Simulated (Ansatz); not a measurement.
# BiSb (model cell, started as wurtzite): following an unstable mode

Aim: this structure of BiSb (model cell, started as wurtzite) is to be tested for unstable modes, and one is followed downhill.

Method: DFT PBEsol, scalar-relativistic, plane waves, PAW, in Ansatz 0.2.0.

The structure was built from a prototype and need not be the compound's stable phase.

## Step 1: Starting point

It takes space group P6_3mc (No. 186, hexagonal). The conventional cell has a = 5.297 Å, b = 5.297 Å, c = 6.588 Å, α = 90.00°, β = 90.00°, γ = 120.00°. Nearest to Bi lie 4 Sb at 2.96 to 3.08 Å. Sb has 4 Bi at 2.96 to 3.08 Å nearest. Farther neighbours are not listed.

As a file:

```cif
data_structure
_symmetry_space_group_name_H-M 'P6_3mc'
_symmetry_Int_Tables_number 186
_cell_length_a 5.2967
_cell_length_b 5.2967
_cell_length_c 6.5879
_cell_angle_alpha 90.000
_cell_angle_beta 90.000
_cell_angle_gamma 120.000
_cell_volume 160.06
loop_
_atom_site_label
_atom_site_type_symbol
_atom_site_symmetry_multiplicity
_atom_site_Wyckoff_symbol
_atom_site_fract_x
_atom_site_fract_y
_atom_site_fract_z
_atom_site_occupancy
Bi1 Bi 2 b 0.33333 0.66667 0.96285 1
Sb1 Sb 2 b 0.33333 0.66667 0.41215 1
```

## Step 2: Response at finite wavevector

The cell comes from relaxations at this level that are not shown. Stability and thermal properties need the whole zone. Linear response on a 2×2×2 q mesh gives force constants as far as a supercell of that size would.

input.yaml

```yaml
crystal:
  lattice:
    - [5.2967024953, 0.0, 0.0]
    - [-2.6483512477, 4.5870789172, 0.0]
    - [0.0, 0.0, 6.5878671839]
  atoms:
    - { symbol: Bi, position: [0.3333333333, 0.6666666667, -0.0371482955] }
    - { symbol: Bi, position: [0.6666666667, 0.3333333333, 0.4628517045] }
    - { symbol: Sb, position: [0.3333333333, 0.6666666667, 0.4121482955] }
    - { symbol: Sb, position: [0.6666666667, 0.3333333333, 0.9121482955] }
kpoints:
  mp_grid: { grid: [10, 10, 6] }
hamiltonian:
  xc: pbesol
scf:
  occupations: { method: methfessel_paxton, width: 0.2 }
output:
  eigenvalues: true
phonons:
  method: dfpt
  qmesh: [2, 2, 2]
  temperatures: { t_max: 1000, t_step: 50 }
  qpath:
    path:
      - [[0.0, 0.0, 0.0], [0.5, 0.0, 0.0], [0.33333333, 0.33333333, 0.0], [0.0, 0.0, 0.0], [0.0, 0.0, 0.5], [0.5, 0.0, 0.5], [0.33333333, 0.33333333, 0.5], [0.0, 0.0, 0.5]]
      - [[0.5, 0.0, 0.5], [0.5, 0.0, 0.0]]
      - [[0.33333333, 0.33333333, 0.5], [0.33333333, 0.33333333, 0.0]]
    npoints: 10
```

The run is started by

```
> ansatz run input.yaml --threads 4 --pin off --max-ram 7168MiB --backend cpu --events-out ev --progress --plain --runs-dir out
```

Numbers of over 12 decimals in the logs are rounded to 6 here.

Output:

```text
Warning: phonons: the dynamical matrix that this run interpolates holds no multipole term above the dipole-dipole one, and a site of this crystal is no centre of inversion, so its interpolated transverse optical and acoustic branches and sound speeds can stay off near Gamma, and the density of states and the thermodynamics with them. What a run solves at a wave vector of phonons.qpoints, Gamma apart, where the deck admits one, is free of this, and under fd what a larger phonons.supercell samples
Engine: ansatz 0.2.0, aarch64-unknown-linux-gnu
Pseudopotentials: kind: paw
Pseudopotential: Bi, paw, valence charge 15, recommended cutoff 420 eV (normal), Bi.paw.azcp
Pseudopotential: Sb, paw, valence charge 15, recommended cutoff 420 eV (normal), Sb.paw.azcp
Functional definition: PBEsol
  exchange = pbesol_x
  correlation = pbesol_c
Crystal: 4 atoms, lattice volume = 160.061 Å³
Basis set: ecut = 420 eV, 3089 PW (Γ), exchange–correlation on 72×72×96 points (8 copies of the dense FFT grid, shifted against one another)
Bands: 36, of which v1, the nominal top of the filled ones, is band 30 counted from 1 (29 counted from 0)
Symmetry: 12 space group operations
k-points: 56 of 600 (time reversal used)
Non-local potential: Bi, projectors of the file, l = 0: 2, l = 1: 2, l = 2: 2, l = 3: 2
Non-local potential: Sb, projectors of the file, l = 0: 2, l = 1: 2, l = 2: 2, l = 3: 2
PAW form: soft (Blöchl's): semilocal exchange-correlation on the pseudo side does not see the compensation charge
PAW frozen core: Bi, regenerated for the run's functional, and the local potential with it (the file was generated under x = pbe(κ = 0.804, μ = 0.219515), c = pbe(β = 0.066725))
PAW frozen core: Sb, regenerated for the run's functional, and the local potential with it (the file was generated under x = pbe(κ = 0.804, μ = 0.219515), c = pbe(β = 0.066725))
PAW one-centre angular grid: Bi, 590 points (default); XC on 64 Gauss nodes
PAW one-centre angular grid: Sb, 590 points (default); XC on 64 Gauss nodes
Initial density: superposition of atomic densities (neutral atoms: chi_scale 0, normalization atom), corrected by the library's trained network
Initial wavefunctions: pseudopotential atomic-orbital guess
Functional: x = pbesol(κ = 0.804, μ = 0.123457), c = pbesol(β = 0.046)
SCF iter   1: F=—  HF=-37299.526703 eV  |F-HF|=—  |Δ(HF+E_count)|=         —  Δρ=2.19e-3  dr2=5.52e-3  ethr=1.77e-3  ⟨swp⟩=6.3  Hψ=8235  notcnv=0
preconditioner: auto → LDOS  [metal: Δε(μ)=0.087 eV  Ē_g=7.744 eV  σ=0.200 eV  W_gap=0.35  n_scr=22 (ndim 8)  ℏωp=13.1 eV  f_vac=0.129  D(μ)=1.32/eV (n_scr^D=2)  β→1.0]
SCF iter   2: F=—  HF=-37299.524240 eV  |F-HF|=—  |Δ(HF+E_count)|=   2.46e-3  S|Δr|=    0.00e0  Δρ=6.35e-4  dr2=7.96e-4  ethr=9.21e-6  ⟨swp⟩=2.0  Hψ=4168  notcnv=0
SCF iter   3: F=—  HF=-37299.523960 eV  |F-HF|=—  |Δ(HF+E_count)|=   2.80e-4  S|Δr|=    0.00e0  Δρ=2.93e-4  dr2=1.55e-4  ethr=1.33e-6  ⟨swp⟩=2.0  Hψ=3688  notcnv=0
SCF iter   4: F=—  HF=-37299.523911 eV  |F-HF|=—  |Δ(HF+E_count)|=   4.82e-5  S|Δr|=    0.00e0  Δρ=6.19e-5  dr2=5.54e-6  ethr=2.58e-7  ⟨swp⟩=2.0  Hψ=3118  notcnv=0
SCF iter   5: F=—  HF=-37299.523914 eV  |F-HF|=—  |Δ(HF+E_count)|=   2.96e-6  S|Δr|=    0.00e0  Δρ=2.08e-5  dr2=9.36e-7  ethr=9.24e-9  ⟨swp⟩=2.0  Hψ=3699  notcnv=0
SCF iter   6: F=—  HF=-37299.523914 eV  |F-HF|=—  |Δ(HF+E_count)|=   1.94e-7  S|Δr|=    0.00e0  Δρ=6.43e-6  dr2=7.15e-8  ethr=1.56e-9  ⟨swp⟩=2.0  Hψ=3677  notcnv=0
SCF iter   7: F=—  HF=-37299.523914 eV  |F-HF|=—  |Δ(HF+E_count)|=   1.19e-8  S|Δr|=    0.00e0  Δρ=1.90e-6  dr2=7.57e-9  ethr=1.19e-10  ⟨swp⟩=2.0  Hψ=3693  notcnv=0
SCF iter   8: F=—  HF=-37299.523914 eV  |F-HF|=—  |Δ(HF+E_count)|=   1.72e-9  S|Δr|=    0.00e0  Δρ=4.15e-7  dr2=2.39e-10  ethr=1.26e-11  ⟨swp⟩=2.0  Hψ=3688  notcnv=0
SCF iter   9: F=-37299.523914 eV  HF=-37299.523914 eV  |F-HF|=5.09e-11  |Δ(HF+E_count)|=  3.20e-10  S|Δr|=    0.00e0  Δρ=6.70e-8  dr2=6.90e-12  ethr=1.00e-12  ⟨swp⟩=7.7  Hψ=11955  notcnv=0
SCF 1 converged in 9 iterations: F = -37299.523914 eV  dr2 = 6.90e-12
  greatest PAW one-centre occupation: 0.996 electrons in one spin orbital (limit 2), on the Sb atom at site 3 (counted from 0), in its partial waves of l = 2
Initial density: read from a saved state, or passed on in memory by an earlier SCF of this step, an earlier step, the calling program or the single point that the run made first
iter 1 solved again at ethr=2.10e-7 eV; its pass at ethr=3.10e-3 eV (dr2=1.26e-4 eV) is discarded
SCF iter   1: F=—  HF=-37299.523913 eV  |F-HF|=—  |Δ(HF+E_count)|=         —  Δρ=2.35e-6  dr2=5.45e-9  ethr=2.10e-7  ⟨swp⟩=3.4  Hψ=14020  notcnv=0
eigensolver tolerance schedule: the retry pair's looser diagonalisation over-reported the residual by 23137.36 of it (diagonalisation noise at an unbounded share of the residual, at the tolerance the schedule requests for it); recorded, not acted on — ethr = c·dr2/N_el stays at c = 1.0e-1
preconditioner: auto → LDOS  [metal: Δε(μ)=0.080 eV  Ē_g=7.742 eV  σ=0.200 eV  W_gap=0.33  n_scr=22 (ndim 8)  ℏωp=13.1 eV  f_vac=0.136  D(μ)=1.35/eV (n_scr^D=2)  β→1.0]
SCF iter   2: F=—  HF=-37299.523914 eV  |F-HF|=—  |Δ(HF+E_count)|=   7.66e-7  S|Δr|=    0.00e0  Δρ=3.72e-6  dr2=1.68e-8  ethr=9.08e-12  ⟨swp⟩=4.0  Hψ=5787  notcnv=0
SCF iter   3: F=—  HF=-37299.523914 eV  |F-HF|=—  |Δ(HF+E_count)|=   8.13e-9  S|Δr|=    0.00e0  Δρ=1.47e-6  dr2=2.01e-9  ethr=9.08e-12  ⟨swp⟩=2.0  Hψ=3702  notcnv=0
SCF iter   4: F=—  HF=-37299.523914 eV  |F-HF|=—  |Δ(HF+E_count)|=  5.53e-10  S|Δr|=    0.00e0  Δρ=1.02e-6  dr2=1.03e-9  ethr=3.34e-12  ⟨swp⟩=1.0  Hψ=2016  notcnv=0
SCF iter   5: F=—  HF=-37299.523914 eV  |F-HF|=—  |Δ(HF+E_count)|=  4.00e-10  S|Δr|=    0.00e0  Δρ=5.31e-7  dr2=2.79e-10  ethr=1.71e-12  ⟨swp⟩=2.0  Hψ=2576  notcnv=0
SCF iter   6: F=—  HF=-37299.523914 eV  |F-HF|=—  |Δ(HF+E_count)|=  1.24e-10  S|Δr|=    0.00e0  Δρ=1.51e-7  dr2=2.30e-11  ethr=1.00e-12  ⟨swp⟩=2.0  Hψ=2576  notcnv=0
SCF iter   7: F=-37299.523914 eV  HF=-37299.523914 eV  |F-HF|=0.00e0  |Δ(HF+E_count)|=  2.18e-11  S|Δr|=    0.00e0  Δρ=4.01e-8  dr2=1.38e-12  ethr=1.00e-12  ⟨swp⟩=3.5  Hψ=4876  notcnv=0
SCF 2 converged in 7 iterations: F = -37299.523914 eV  dr2 = 1.38e-12
  greatest PAW one-centre occupation: 0.996 electrons in one spin orbital (limit 2), on the Sb atom at site 2 (counted from 0), in its partial waves of l = 2
phonons: the bands overlap, so this run is a metal and interpolates without the dipole-dipole term. If the crystal is really an insulator or semiconductor, its LO-TO splitting is missing
NSCF: frozen V_eff on 56 k-points
NSCF: frozen V_eff on 172 k-points
DFPT response loops at q = (0, 0, 0) (fractional): preconditioner auto → Kerker (q_TF=auto, 2.317 Å⁻¹) (partly filled bands, converged f_vac=0.136); β = 1.00, the filter's whole step (`scf.mixing.beta` (0.50) is not read by the response loops under this deck's `scf.mixing.preconditioner`; to damp them name `kerker` or `kerker_dos`, under which they read `scf.mixing.beta`, and type it under 1.00, their step now; both keys bind the ground state too); Broyden in place of MSR1
NSCF: frozen V_eff on 344 k-points
DFPT response loops at q = (0, 0, -0.5) (fractional): mixed as the last ones told, above
NSCF: frozen V_eff on 344 k-points
DFPT response loops at q = (0, -0.5, 0) (fractional): mixed as the last ones told, above
NSCF: frozen V_eff on 344 k-points
DFPT response loops at q = (0, -0.5, -0.5) (fractional): mixed as the last ones told, above
SCF converged after 9 iterations
Stability not checked: this state was not tested for a lower state beside it, because cold or Methfessel-Paxton smearing, or corrected tetrahedra, fill the levels in a way that the test cannot read (fill_not_monotonic; see scf.lower_state_search)
Free energy (F): -37299.523914 eV
Harris-Foulkes:  -37299.523914 eV  (|F-HF|=5.09e-11)
Internal energy: -37299.526678 eV  (E = F + TS)
E sigma→0 (E₀):  -37299.524605 eV
Entropy (-TS):   0.002764 eV (0.691 meV/atom)
Fermi energy:    7.469144 eV
--- Per-component energies (eV) ---
  E_band       = -709.562493
  E_kinetic    = 1019.374626
  E_local      = -7433.068976  (includes V_loc(G=0)·N_el)
  E_nonlocal   = 1851.194510
  E_hartree    = 2947.217017
  E_xc         = -574.638889
  E_vxc        = -480.224158  (∫ρ·V_xc dr)
  E_paw        = -30017.342232  (= ΣΔE_a)
  E_vpaw       = -1561.271635  (= ΣTr[D̂ρ^β])
  E_aug_tail   = -0.000928  (compensation charges beyond the density's cutoff)
  E_ewald      = -5093.105024
  E_core_change = 0.843218  (= ΣΔE_core)
  E_smearing   = 0.002764  (= −TS)
  E_closure    = -0.000000  (closes the sum)
  Σ components = -37299.523914   (vs F -37299.523914, Δ=0.00e0)
--- Band table (eV; the first three rows and the last of 56) ---
  k-point 0: bands = [... 26 lower, 3.9811, 5.6637, 5.6734, 5.6734, 7.4284, 7.4284, 9.5104, 9.5104, ... 2 higher]
  k-point 1: bands = [... 26 lower, 4.0637, 5.5024, 5.5024, 6.0565, 7.5456, 7.5456, 9.1592, 9.2918, ... 2 higher]
  k-point 2: bands = [... 26 lower, 4.3031, 5.1081, 5.1081, 6.5332, 7.8507, 7.8507, 8.1150, 8.8070, ... 2 higher]
  k-point 55: bands = [... 26 lower, 5.8207, 5.8207, 6.9658, 6.9658, 7.8074, 7.8074, 8.4165, 8.4165, ... 2 higher]
--- Phonons (Γ-DFPT): 4 representative perturbations + reference (Σ response iterations 12) ---
  ASR residual: 5.367e-5 → 0.000e0 eV/Å²; symmetrization residual: 4.657e-5 eV/Å²
  ASR residual per site (eV/Å²): 5.37e-5 5.37e-5 1.34e-5 1.34e-5
  Γ frequencies (cm⁻¹): -10.34 -10.34 0.00 0.00 0.00 59.11 91.95 91.95 115.45 124.73 124.73 135.67
--- Phonons (arbitrary-q DFPT): 4 irreducible q on the 2×2×2 mesh ---
  q = [0.0000, 0.0000, 0.0000] (star 1, of the zone-centre solve; hermiticity 1.81e-5, symmetrization 1.27e-10): -10.34 -10.34 -0.00 -0.00 0.00 59.11 91.95 91.95 115.45 124.73 124.73 135.67
  q = [0.0000, 0.0000, -0.5000] (star 1, 4 solved perturbations in 488 linear systems a pass and spin channel, the states on 172 of 600 k-point pairs; hermiticity 1.10e-5, symmetrization 3.91e-9): 18.57 18.57 18.57 18.57 53.34 53.34 121.71 121.71 121.71 121.71 132.06 132.06
  q = [0.0000, -0.5000, 0.0000] (star 3, 6 solved perturbations on 172 of 600 k-point pairs; hermiticity 8.12e-5, symmetrization 1.48e-5): -5.57 19.95 33.84 48.48 73.29 73.44 92.25 93.13 100.67 106.31 124.78 130.32
  q = [0.0000, -0.5000, -0.5000] (star 3, 6 solved perturbations on 172 of 600 k-point pairs; hermiticity 5.86e-5, symmetrization 6.60e-6): 20.03 20.03 48.31 48.31 79.54 79.54 98.84 98.84 109.08 109.08 135.15 135.15
  sum rule: each row above includes the acoustic sum rule's correction from the zone centre's row sums; it moved no ω² by more than (0.26 cm⁻¹)²
  mesh force constants: q→R imaginary residual 4.37e-18; ASR residual 5.367e-5 → 0.000e0 eV/Å²; symmetrization residual 4.441e-15 eV/Å²
  interpolated dispersion: 93 rows × 12 modes
  density of states and harmonic sums: on the 14×14×10 q-mesh, interpolated from the force constants of a 2×2×2 supercell (no non-analytic term)
  largest difference from the sums on the solved wave vectors: F 2.53e-1 eV, S 3.29e-4 and C_V 7.68e-5 eV/K
  zero-point energy: 0.058103 eV/cell   skipped modes (ω ≤ 0): 29, of them read as no rigid motion or as one in doubt: 26 (1.077e-1 modes/cell left out, lowest -10.34 cm⁻¹)   left out of the sums: 9.10e-3 of the cell's modes: C_V's classical limit lies that fraction below 3 k_B per atom; for a crystal, a wire or a layer, F and S can be off by more, and a phonons.interpolated_qmesh denser along its periods is the remedy for the sampling
```

Run time: 7 min. Hardware: 4 threads of Arm Neoverse V2, shared host; peak memory 2.7 GiB; 27 min of CPU time.

This step gave:

```
volume per atom                                         : 40.02 Å³
gap on the k-mesh                                       : 0 eV
sum-rule residual before enforcement                    : 5.37e-5 eV/Å²
lowest frequency on the path                            : -10.35 cm⁻¹
point group                                             : 6mm
highest frequency on the path or at a solved wavevector : 135.9 cm⁻¹
highest optical mode at the zone centre (no LO-TO term) : 135.7 cm⁻¹
lowest optical zone-centre mode                         : -10.34 cm⁻¹
lowest mode on the q mesh (acoustic modes at Γ apart)   : -10.34 cm⁻¹
```

Frequencies (cm⁻¹) solved at each irreducible wavevector; negative means imaginary. Frequencies by wavevector, by row:

```
q in reciprocal lattice units  star  mode 1  mode 2  mode 3  mode 4  mode 10  mode 11  mode 12
                        0 0 0     1   -10.3   -10.3       0       0    124.7    124.7    135.7
                     0 0 -0.5     1    18.6    18.6    18.6    18.6    121.7    132.1    132.1
                     0 -0.5 0     3    -5.6    19.9    33.8    48.5    106.3    124.8    130.3
                  0 -0.5 -0.5     3      20      20    48.3    48.3    109.1    135.2    135.2
```

Interpolated from a 2×2×2 q mesh. Phonon branches along the path, in cm⁻¹:

```
    point  branch 1  branch 2  branch 3  branch 4  branch 9  branch 10  branch 11  branch 12
        Γ       -10       -10         0         0       115        125        125        136
  halfway        -5        10        21        51       110        115        122        131
        M        -6        20        34        48       101        106        125        130
  halfway        29        30        36        47       102        106        126        129
        K        38        42        42        42       104        106        127        127
  halfway        16        18        24        52       109        111        123        130
        Γ       -10       -10         0         0       115        125        125        136
  halfway        -2        -2        15        15       122        126        126        136
        A        19        19        19        19       122        122        132        132
  halfway        18        18        47        47       116        116        134        134
        L        20        20        48        48       109        109        135        135
  halfway        33        33        48        48       109        109        135        135
        H        44        44        46        46       110        110        135        135
  halfway        24        24        47        47       113        113        134        134
        A        19        19        19        19       122        122        132        132
jump to L        20        20        48        48       109        109        135        135
  halfway        13        20        40        50       104        108        130        133
        M        -6        20        34        48       101        106        125        130
jump to H        44        44        46        46       110        110        135        135
  halfway        40        44        44        44       107        108        131        131
        K        38        42        42        42       104        106        127        127
```

Symmetry leaves 4 wavevectors to solve. The lowest mode among them, the acoustic zeros apart, lies at Γ and is imaginary, 10.3i cm⁻¹, so the energy falls along it.

## Step 3: The mode frozen in, largest atomic shift 0 Å

The mode followed lies at Γ with frequency 10.3i cm⁻¹ and is 2-fold degenerate, the softest among the wavevectors solved. At small amplitude the distorted cell has space group no. 36 by a symmetry search on the positions. The undistorted cell that holds it gives the zero of energy on the same k mesh.

input.yaml

```yaml
crystal:
  lattice:
    - [5.2967024953, 0.0, 0.0]
    - [-2.6483512477, 4.5870789172, 0.0]
    - [0.0, 0.0, 6.5878671839]
  atoms:
    - { symbol: Bi, position: [0.3333333333, 0.6666666667, 0.9628517045] }
    - { symbol: Bi, position: [0.6666666667, 0.3333333333, 0.4628517045] }
    - { symbol: Sb, position: [0.3333333333, 0.6666666667, 0.4121482955] }
    - { symbol: Sb, position: [0.6666666667, 0.3333333333, 0.9121482955] }
kpoints:
  mp_grid: { grid: [9, 9, 6] }
hamiltonian:
  xc: pbesol
scf:
  occupations: { method: methfessel_paxton, width: 0.2 }
output:
  forces: true
  stress: true
  eigenvalues: true
```

Output:

```text
[...]
Crystal: 4 atoms, lattice volume = 160.061 Å³
Basis set: ecut = 420 eV, 3089 PW (Γ), exchange–correlation on 72×72×90 points (8 copies of the dense FFT grid, shifted against one another)
Bands: 36, of which v1, the nominal top of the filled ones, is band 30 counted from 1 (29 counted from 0)
Symmetry: 12 space group operations
[...]
k-points: 48 of 486 (time reversal used)
[...]
k-point 0: bands = [... 26 lower, 3.9792, 5.6614, 5.6712, 5.6712, 7.4271, 7.4271, 9.5090, 9.5090, ... 2 higher]
  k-point 1: bands = [... 26 lower, 4.0617, 5.5002, 5.5002, 6.0542, 7.5442, 7.5442, 9.1572, 9.2904, ... 2 higher]
  k-point 2: bands = [... 26 lower, 4.3011, 5.1060, 5.1060, 6.5309, 7.8494, 7.8494, 8.1130, 8.8056, ... 2 higher]
  k-point 47: bands = [... 26 lower, 5.8556, 5.8556, 7.0093, 7.0093, 7.9706, 7.9706, 8.2303, 8.2303, ... 2 higher]
[key lines of the parts left out:]
SCF converged after 6 iterations
Free energy (F): -37299.525619 eV
Fermi energy:    7.492246 eV
P = ⅓ Tr σ = 0.0002 GPa (0.002 kbar)
```

The job ended after 5 s (4 threads; peak memory 0.54 GiB; 19 s of CPU time).

Numbers from this step:

| Property | Result |
| --- | --- |
| pressure | 1.61e-4 GPa |
| energy from the undistorted cell | 0 meV/atom |

The run ends at a pressure of 0.00 GPa, with forces up to 3.0e-4 eV/Å.

## Step 4: The mode frozen in, largest atomic shift 0.08 Å

The atoms are moved along the unstable eigenvector, the largest shift by 0.08 Å, with the cell fixed.

input.yaml, the sections that differ from step 3:

```yaml
crystal:
  lattice:
    - [5.2967024953, 0.0, 0.0]
    - [-2.6483512477, 4.5870789172, 0.0]
    - [0.0, 0.0, 6.5878671839]
  atoms:
    - { symbol: Bi, position: [0.3248679743, 0.6497359485, 0.9628517045] }
    - { symbol: Bi, position: [0.6751320257, 0.3502640515, 0.4628517045] }
    - { symbol: Sb, position: [0.3420534798, 0.6841069596, 0.4121482955] }
    - { symbol: Sb, position: [0.6579465202, 0.3158930404, 0.9121482955] }
# kpoints, hamiltonian, scf, output: as in step 3
```

Output:

```text
[...]
Crystal: 4 atoms, lattice volume = 160.061 Å³
Basis set: ecut = 420 eV, 3089 PW (Γ), exchange–correlation on 72×72×90 points (8 copies of the dense FFT grid, shifted against one another)
Bands: 36, of which v1, the nominal top of the filled ones, is band 30 counted from 1 (29 counted from 0)
Symmetry: 4 space group operations
[...]
k-points: 100 of 486 (time reversal used)
[...]
k-point 0: bands = [... 26 lower, 3.9963, 5.6510, 5.6665, 5.6844, 7.4384, 7.4419, 9.4894, 9.4901, ... 2 higher]
  k-point 1: bands = [... 26 lower, 4.0694, 5.4810, 5.4989, 6.0777, 7.5532, 7.5554, 9.1222, 9.2720, ... 2 higher]
  k-point 2: bands = [... 26 lower, 4.3065, 5.0897, 5.1091, 6.5379, 7.8485, 7.8603, 8.1183, 8.7908, ... 2 higher]
  k-point 99: bands = [... 26 lower, 5.5146, 5.5146, 6.5290, 6.5290, 7.7431, 7.7431, 8.6224, 8.6224, ... 2 higher]
[key lines of the parts left out:]
SCF converged after 6 iterations
Free energy (F): -37299.525913 eV
Fermi energy:    7.497440 eV
P = ⅓ Tr σ = -0.0336 GPa (-0.336 kbar)
```

Wall time 10 s (4 threads); peak memory 0.7 GiB.

This step gave:

```
pressure                         : -0.03356 GPa
energy from the undistorted cell : -0.095 meV/atom
```

The energy, extrapolated to zero smearing, is -0.10 meV/atom against the undistorted cell.

The run ends at a pressure of -0.03 GPa, with forces up to 0.0080 eV/Å.

[end of part 1 of 3]

[Logs are printed without paths, hosts, clocks, repeated set-up lines and the standing remarks that a program may print on its own settings, such as how far it seeks lower states.]

[Hosts, paths, dates, database ids (printed as entryN), source tags and the programs' standing remarks are cut or masked in the printed files.]
